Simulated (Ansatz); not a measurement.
# How fast states decay through Li2BrF, part 3 of 3

Aim: relax a made-up compound, Li2BrF, and see how good a tunnel barrier it would be. It is built by putting Br for part of the F in the LiF structure of space group P6_3mc, with the volume rescaled by atomic radii. The parent structure comes from the Materials Project.

Ansatz 0.2.0; r2SCAN DFT, plane waves, PAW files (the session's first sound run).

So far, decay constant at the filling level, zone centre (Å⁻¹): step 4 (complex bands) 0.459.

The structure was built from a prototype and need not be the compound's stable phase.

### 7. Complex bands at another level, cutoff 420 eV

This step: PBE DFT, plane waves, PAW files; complex bands by layer matching along the plane's normal (Ansatz 0.2.0).

The complex bands at that level, over its own gap, at (0, 0) and (0.5, 0).

input.yaml reads:

```yaml
crystal:
  lattice:
    - [3.700149659, 0.0, 0.0]
    - [1.85007483, 3.204423603, 0.0]
    - [0.0, 0.0, 5.819175681]
  atoms:
    - { symbol: Li, position: [0.6666666667, 0.6666666667, 0.4368819552] }
    - { symbol: Li, position: [0.3333333333, 0.3333333333, 0.8114727304] }
    - { symbol: Br, position: [0.6666666667, 0.6666666667, 0.9973009544] }
    - { symbol: F, position: [0.3333333333, 0.3333333333, 0.50434036] }
kpoints:
  mp_grid: { grid: [8, 8, 4] }
scf:
  occupations: { method: fixed }
hamiltonian:
  xc: pbe
output:
  eigenvalues: true
  transmission:
    leads: [[0, 0]]
    kpoints: [[0.0, 0.0], [0.5, 0.0]]
    e_range: [-1.0, 5.14]
    de: 0.12
```

The run is started by

```sh
> ansatz run input.yaml --threads 2 --pin off --max-ram 4096MiB --backend cpu --events-out ev --progress --plain --runs-dir out
```

Numbers of over 12 decimals in the logs are rounded to 6 here.

What it wrote:

```text
[...]
Crystal: 4 atoms, lattice volume = 68.997 Å³
Basis set: ecut = 420 eV, 1387 PW (Γ)
Bands: 14, of which v1, the nominal top of the filled ones, is band 10 counted from 1 (9 counted from 0)
Symmetry: 6 space group operations
[...]
k-points: 35 of 256 (time reversal used)
[...]
SCF iter   1: F=—  HF=-4006.620539 eV  |F-HF|=—  |Δ(HF+E_count)|=         —  Δρ=8.35e-4  dr2=2.94e-4  ethr=1.77e-3  ⟨swp⟩=5.3  Hψ=2433  notcnv=0  defer=68
[...]
SCF iter   6: F=-4006.620421 eV  HF=-4006.620421 eV  |F-HF|=5.95e-9  |Δ(HF+E_count)|=   7.66e-8  Δρ=5.17e-6  dr2=4.74e-8  ethr=5.00e-10  ⟨swp⟩=5.3  Hψ=2218  notcnv=0
SCF 1 converged in 6 iterations: F = -4006.620421 eV  dr2 = 4.74e-8
[...]
transmission: 9 of 18 steps passed
transmission: 18 of 18 steps passed
SCF converged after 6 iterations
Free energy (F): -4006.620421 eV
[...]
Internal energy: -4006.620421 eV  (E = F + TS)
E sigma→0 (E₀):  -4006.620421 eV
Fermi energy:    1.239280 eV
[...]
--- Band table (eV; the first three rows and the last of 35) ---
  k-point 0: bands = [... 6 lower, -1.6556, -0.3472, 1.2393, 1.2393, 5.3746, 8.7316, 11.1040, 11.1040]
  k-point 1: bands = [... 6 lower, -1.6523, -0.6233, 1.2355, 1.2355, 5.9045, 8.5357, 10.1125, 11.0960]
  k-point 2: bands = [... 6 lower, -1.6487, -0.9694, 1.2317, 1.2317, 6.8424, 7.8141, 9.3853, 11.0963]
  k-point 34: bands = [... 6 lower, -1.8806, -1.0755, -0.4315, -0.0587, 7.6089, 8.9339, 9.3882, 10.8241]
--- Transmission ---
  basis      : 109 plane waves across, 9 finite elements along
  points     : 2, as listed
[...]
crystal 0  : Li2F1Br1, at the sites [0, 0], period 5.8192 Å: whole cells are its period
[...]
channels       : 0.000000e0 a spin
[...]
slowest decay  : 0.4328 /Å at (0.0000, 0.0000)
```

Elapsed: 4.8 s, on 2 threads of Arm Neoverse V2, shared host; peak memory 0.37 GiB.

Numbers from this step:

| Property | Result |
| --- | --- |
| level to which the leads are filled | 2.068 eV from the Fermi level |
| decay constant at the filling level, zone centre | 0.4328 Å⁻¹ |
| decay constant at the filling level, slowest listed point | 0.4328 Å⁻¹ |

K parallel (0, 0); values up to 1.5 1/Å, a degenerate pair printed once or twice; energies at which all values exceed this have no row. The Im kz of the slowest decaying states by energy, zero at the highest filled level on the SCF mesh:

| energy (eV) | decay 1 (Å⁻¹) | decay 2 (Å⁻¹) | decay 3 (Å⁻¹) | decay 4 (Å⁻¹) |
| --- | --- | --- | --- | --- |
| -1.00 | 0.323 | 0.994 | - | - |
| -0.64 | 0.385 | 0.946 | 1.49 | - |
| -0.40 | 0.413 | 0.883 | 1.46 | 1.49 |
| -0.04 | 0.443 | 0.504 | 1.40 | 1.47 |
| 0.20 | 0.456 | 0.829 | 1.36 | 1.45 |
| 0.56 | 0.468 | 1.09 | 1.24 | 1.43 |
| 0.80 | 0.471 | 1.18 | 1.42 | - |
| 1.16 | 0.470 | 1.20 | 1.40 | - |
| 1.40 | 0.465 | 1.20 | 1.38 | - |
| 1.76 | 0.453 | 1.20 | 1.36 | - |
| 2.12 | 0.433 | 1.20 | 1.34 | - |
| 2.36 | 0.416 | 1.19 | 1.33 | - |
| 2.72 | 0.383 | 1.18 | 1.30 | - |
| 2.96 | 0.356 | 1.18 | 1.29 | - |
| 3.32 | 0.304 | 1.16 | 1.26 | - |
| 3.56 | 0.260 | 1.15 | 1.25 | - |
| 3.92 | 0.163 | 1.13 | 1.22 | - |
| 4.16 | 1.12 | 1.19 | 1.23 | - |
| 4.52 | 1.10 | 1.11 | 1.25 | - |
| 4.76 | 1.07 | 1.09 | 1.26 | - |
| 5.12 | 1.02 | 1.07 | 1.25 | - |

K parallel (0.5, 0); values up to 1.5 1/Å, a degenerate pair printed once or twice; energies at which all values exceed this have no row. Table of Im kz of the slowest decaying states by energy, zero at the highest filled level on the SCF mesh:

| energy (eV) | decay 1 (Å⁻¹) | decay 2 (Å⁻¹) | decay 3 (Å⁻¹) | decay 4 (Å⁻¹) |
| --- | --- | --- | --- | --- |
| -1.000 | 0.421 | 0.532 | 0.567 | - |
| -0.520 | 0.499 | 0.572 | - | - |
| -0.040 | 0.613 | 0.709 | 1.50 | - |
| 0.440 | 0.636 | 0.800 | 1.46 | - |
| 1.040 | 0.649 | 0.866 | 1.43 | - |
| 1.520 | 0.650 | 0.901 | 1.40 | - |
| 2.000 | 0.643 | 0.925 | 1.38 | - |
| 2.480 | 0.630 | 0.943 | 1.36 | - |
| 2.960 | 0.611 | 0.955 | 1.34 | - |
| 3.440 | 0.586 | 0.964 | 1.32 | - |
| 4.040 | 0.545 | 0.971 | 1.30 | 1.49 |
| 4.520 | 0.503 | 0.974 | 1.30 | 1.41 |
| 5.000 | 0.411 | 0.482 | 0.977 | 1.30 |

At +2.12 eV, the grid energy nearest the filling level (the middle of the gap on the SCF mesh), the slowest state at the listed wavevectors decays with κ = 0.433 Å⁻¹, its amplitude falling by e over 2.3 Å; the first such run, plane (001), gave 0.459 Å⁻¹.

### 8. A check of the settings

This step: r2SCAN DFT, plane waves, PAW files; complex bands by layer matching along the plane's normal; changed: basis.ecutrho_ratio = 9, scf.occupations.method = "cold", scf.occupations.width = 0.15 (Ansatz 0.2.0).

This run repeats an earlier one, its twin (the complex run, plane (001)), with three settings changed (scf.occupations.method, scf.occupations.width, basis.ecutrho_ratio; files written aside). It is meant to test how much rests on the smearing and whether the cutoff of the density is converged. Where the input is shown as a difference, that is against the step before, not the twin.

input.yaml: that of step 7 with these lines changed.

```diff
@@ -13,5 +13,5 @@
 scf:
-  occupations: { method: fixed }
+  occupations: { method: cold, width: 0.15 }
 hamiltonian:
-  xc: pbe
+  xc: r2scan
 output:
@@ -21,3 +21,5 @@
     kpoints: [[0.0, 0.0], [0.5, 0.0]]
-    e_range: [-1.0, 5.14]
-    de: 0.12
+    e_range: [-1.0, 5.7]
+    de: 0.13
+basis:
+  ecutrho_ratio: 9
```

What it wrote:

```text
[...]
Crystal: 4 atoms, lattice volume = 68.997 Å³
Basis set: ecut = 500 eV, 1773 PW (Γ), exchange–correlation on 180×180×256 points (64 copies of the dense FFT grid, shifted against one another)
Bands: 14, of which v1, the nominal top of the filled ones, is band 10 counted from 1 (9 counted from 0)
Symmetry: 6 space group operations
[...]
k-points: 35 of 256 (time reversal used)
[...]
SCF iter   1: F=—  HF=-4019.034142 eV  |F-HF|=—  |Δ(HF+E_count)|=         —  Δρ=5.51e-3  dr2=2.09e-2  dr2_τ=3.33e-2  ethr=1.77e-3  ⟨swp⟩=6.0  Hψ=2909  notcnv=0
[...]
SCF iter   7: F=-4019.104690 eV  HF=-4019.104690 eV  |F-HF|=7.79e-9  |Δ(HF+E_count)|=   4.88e-8  S|Δr|=    0.00e0  Δρ=5.94e-6  dr2=2.77e-8  dr2_τ=1.76e-9  ethr=5.00e-10  ⟨swp⟩=3.5  Hψ=1700  notcnv=0
SCF 1 converged in 7 iterations: F = -4019.104690 eV  dr2 = 2.77e-8
[...]
transmission: 9 of 18 steps passed
transmission: 18 of 18 steps passed
SCF converged after 7 iterations
Stability not checked: this state was not tested for a lower state beside it, because cold or Methfessel-Paxton smearing, or corrected tetrahedra, fill the levels in a way that the test cannot read (fill_not_monotonic; see scf.lower_state_search)
Free energy (F): -4019.104690 eV
[...]
Internal energy: -4019.104690 eV  (E = F + TS)
E sigma→0 (E₀):  -4019.104690 eV
Fermi energy:    3.306196 eV
Step filling:    the computed levels leave a gap of 4.7034 eV = 31.4 smearing widths at the electron count; against every level under it full and every level over it empty, smearing changes F+E_penalty+E_count by -3.98e-111 meV and its σ→0 estimate by -8.20e-108 meV
[...]
--- Band table (eV; the first three rows and the last of 35) ---
  k-point 0: bands = [... 6 lower, -2.2049, -0.8128, 0.8451, 0.8451, 5.5485, 9.1700, 11.5261, 11.5261]
  k-point 1: bands = [... 6 lower, -2.2020, -1.0771, 0.8416, 0.8416, 6.0884, 8.9529, 10.4314, 11.5187]
  k-point 2: bands = [... 6 lower, -2.1991, -1.4022, 0.8381, 0.8381, 7.0445, 8.1476, 9.7366, 11.5203]
  k-point 34: bands = [... 6 lower, -2.4196, -1.5052, -0.8418, -0.4983, 7.7093, 9.3443, 9.7175, 11.0787]
--- Transmission ---
  basis      : 121 plane waves across, 9 finite elements along
  points     : 2, as listed
[...]
crystal 0  : Li2F1Br1, at the sites [0, 0], period 5.8192 Å: whole cells are its period
[...]
channels       : 0.000000e0 a spin
[...]
slowest decay  : 0.4520 /Å at (0.0000, 0.0000)
```

Run time: 9.8 s. Hardware: 2 threads; peak memory 0.76 GiB; 19 s of CPU time.

Numbers from this step:

```yaml
free_energy: -4019.1047 eV
fermi_energy: 3.306 eV
gap_on_the_k_mesh: 4.703 eV
level_to_which_the_leads_are_filled: 0 eV from the Fermi level
decay_constant_at_the_filling_level_zone_centre: 0.452 Å⁻¹
decay_constant_at_the_filling_level_slowest_listed_point: 0.452 Å⁻¹
```

K parallel (0, 0); values up to 1.5 1/Å, a degenerate pair printed once or twice; energies at which all values exceed this have no row. Table of Im kz of the slowest decaying states by energy, zero at the Fermi level:

| energy (eV) | decay 1 (Å⁻¹) | decay 2 (Å⁻¹) | decay 3 (Å⁻¹) | decay 4 (Å⁻¹) |
| --- | --- | --- | --- | --- |
| -1.000 | 0.494 | 1.23 | 1.42 | - |
| -0.480 | 0.479 | 1.23 | 1.39 | - |
| 0.040 | 0.452 | 1.22 | 1.36 | - |
| 0.560 | 0.412 | 1.20 | 1.33 | - |
| 0.950 | 0.371 | 1.19 | 1.31 | - |
| 1.470 | 0.297 | 1.17 | 1.27 | - |
| 1.990 | 0.175 | 1.14 | 1.24 | - |
| 2.510 | 1.12 | 1.14 | 1.27 | - |
| 3.030 | 1.07 | 1.09 | 1.27 | - |
| 3.550 | 0.994 | 1.05 | 1.26 | - |
| 3.940 | 0.0716 | 0.938 | 1.02 | 1.25 |
| 4.460 | 0.0870 | 0.855 | 0.985 | 1.23 |
| 4.980 | 0.753 | 0.941 | 1.21 | - |
| 5.500 | 0.605 | 0.893 | 1.19 | - |

K parallel (0.5, 0); values up to 1.5 1/Å, a degenerate pair printed once or twice; energies at which all values exceed this have no row. Im kz of the slowest decaying states against energy, zero at the Fermi level:

| energy (eV) | decay 1 (Å⁻¹) | decay 2 (Å⁻¹) | decay 3 (Å⁻¹) | decay 4 (Å⁻¹) |
| --- | --- | --- | --- | --- |
| -1.000 | 0.673 | 0.909 | 1.45 | - |
| -0.480 | 0.670 | 0.936 | 1.43 | - |
| 0.040 | 0.660 | 0.956 | 1.40 | - |
| 0.560 | 0.643 | 0.969 | 1.38 | - |
| 0.950 | 0.627 | 0.976 | 1.37 | - |
| 1.470 | 0.600 | 0.983 | 1.36 | - |
| 1.990 | 0.566 | 0.986 | 1.35 | 1.47 |
| 2.510 | 0.522 | 0.988 | 1.35 | 1.38 |
| 3.030 | 0.401 | 0.529 | 0.988 | 1.27 |
| 3.550 | 0.229 | 0.527 | 0.989 | 1.14 |
| 3.940 | 0.512 | 0.991 | 1.04 | 1.37 |
| 4.460 | 0.480 | 0.874 | 0.997 | 1.38 |
| 4.980 | 0.171 | 0.419 | 0.629 | 1.02 |
| 5.500 | 0.0401 | 0.444 | 1.08 | 1.23 |

The filling level or the zero moved, so the decay constant is read at +0.04 eV here and at +2.38 eV in the twin, and the two can't be compared directly.

### 9. Summary of results

* band gap: 4.70 eV
* least decay constant at mid-gap, normal to (001): 0.459 Å⁻¹
* least decay constant on a mesh, normal to (001): 0.461 Å⁻¹
* least decay constant, PBE: 0.433 Å⁻¹

What this shows: With r2SCAN, the slowest decay at the wavevectors tried is κ = 0.459 Å⁻¹, normal to (001). Through such a film the transmission near mid-gap falls as exp(−2κd), a factor of ten every 2.5 Å. A free electron under a barrier of half the gap would need a mass of 0.34 mₑ to decay at this rate. With PBE the gap goes from 4.70 to 4.14 eV and the decay constant, over the first 2 listed wavevectors, from 0.459 to 0.433 Å⁻¹. The compound is made up by substitution; its stability against other phases and against distortions of the cell's symmetry was not tested. r2SCAN still narrows gaps, if less than LDA and GGA do, so real decay constants are likely larger.

[Logs are printed without paths, hosts, clocks, repeated set-up lines and the standing remarks that a program may print on its own settings, such as how far it seeks lower states.]

[Hosts, paths, dates, database ids (printed as entryN), source tags and the programs' standing remarks are cut or masked in the printed files.]
